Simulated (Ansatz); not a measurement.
## SnPb2 (model cell, started as cuprite): relaxing the cell for a phonon run: relaxation

Ansatz 0.2.0; DFT PBEsol, scalar-relativistic, plane waves, norm-conserving pseudopotentials.

The structure was built from a prototype and need not be the compound's stable phase.

The structure is cubic, space group Pn-3m (No. 224). The conventional cell has a = 6.889 Å, b = 6.889 Å, c = 6.889 Å, α = 90.00°, β = 90.00°, γ = 90.00°. Nearest to Sn lie 4 Pb at 2.98 Å. Pb has 2 Sn at 2.98 Å nearest. Farther neighbours are not listed.

Step by step:

```
step  energy less that of the first step (eV)  largest force component (eV/Å)  pressure (GPa)  volume (Å³)
   1                                   0.0000                          0.0000           -2.25       327.00
   2                                  -0.3231                          0.0000           -0.73       294.10
   3                                  -0.3464                          0.0000            0.22       280.66
   4                                  -0.3483                          0.0000           -0.01       283.69
  5*                                  -0.3468                          0.0000           -0.01       283.69
```

Relaxation steps marked * repeat the geometry before them on a plane-wave basis chosen anew for their cell, so energy and pressure can jump there.

The run keeps the 48 symmetry operations that it works with, so distortions that break them were not tested.

```
conventional cell, symmetrised  before  after   change
                         a (Å)   6.889  6.571   -4.6 %
                         b (Å)   6.889  6.571   -4.6 %
                         c (Å)   6.889  6.571   -4.6 %
              volume (Å³/atom)   54.50  47.28  -13.2 %
```

Final coordinates:

```
Sn Pb
1.0
     6.57077    0.00000    0.00000
     0.00000    6.57077    0.00000
     0.00000    0.00000    6.57077
Sn Pb
2 4
Direct
  0.00000 0.00000 0.00000
  0.50000 0.50000 0.50000
  0.25000 0.25000 0.25000
  0.75000 0.75000 0.25000
  0.75000 0.25000 0.75000
  0.25000 0.75000 0.75000
```

Numbers from this step:

```yaml
pressure: -0.01214 GPa
volume_per_atom: 47.28 Å³
```

Q: Write an input that reproduces this.

The system, level and task follow from the heading and the kind of results. Meshes, cutoffs and thresholds can't be read from the results; these are the ones that the run used.

input.yaml reads:

```yaml
crystal:
  lattice:
    - [6.88941, 0.0, 0.0]
    - [0.0, 6.88941, 0.0]
    - [0.0, 0.0, 6.88941]
  atoms:
    - { symbol: Sn, position: [0.0, 0.0, 0.0] }
    - { symbol: Sn, position: [0.5, 0.5, 0.5] }
    - { symbol: Pb, position: [0.25, 0.25, 0.25] }
    - { symbol: Pb, position: [0.75, 0.75, 0.25] }
    - { symbol: Pb, position: [0.75, 0.25, 0.75] }
    - { symbol: Pb, position: [0.25, 0.75, 0.75] }
kpoints:
  mp_grid: { grid: [6, 6, 6] }
hamiltonian:
  xc: pbesol
  pseudopotentials: { kind: nc }
scf:
  occupations: { method: gaussian, width: 0.1 }
output:
  forces: true
  stress: true
  eigenvalues: true
relax:
  adjacent_minimum: "off"
  f_tol: 0.005
  max_steps: 80
  cell: { stress_tol: 0.05 }
```

Command:

```
> ansatz run input.yaml --threads 8 --pin off --max-ram 14336MiB --backend cpu --events-out ev --progress --plain --runs-dir out
```

[Logs are printed without paths, hosts, clocks, repeated set-up lines and the standing remarks that a program may print on its own settings, such as how far it seeks lower states.]

[Hosts, paths, dates, database ids (printed as entryN), source tags and the programs' standing remarks are cut or masked in the printed files.]
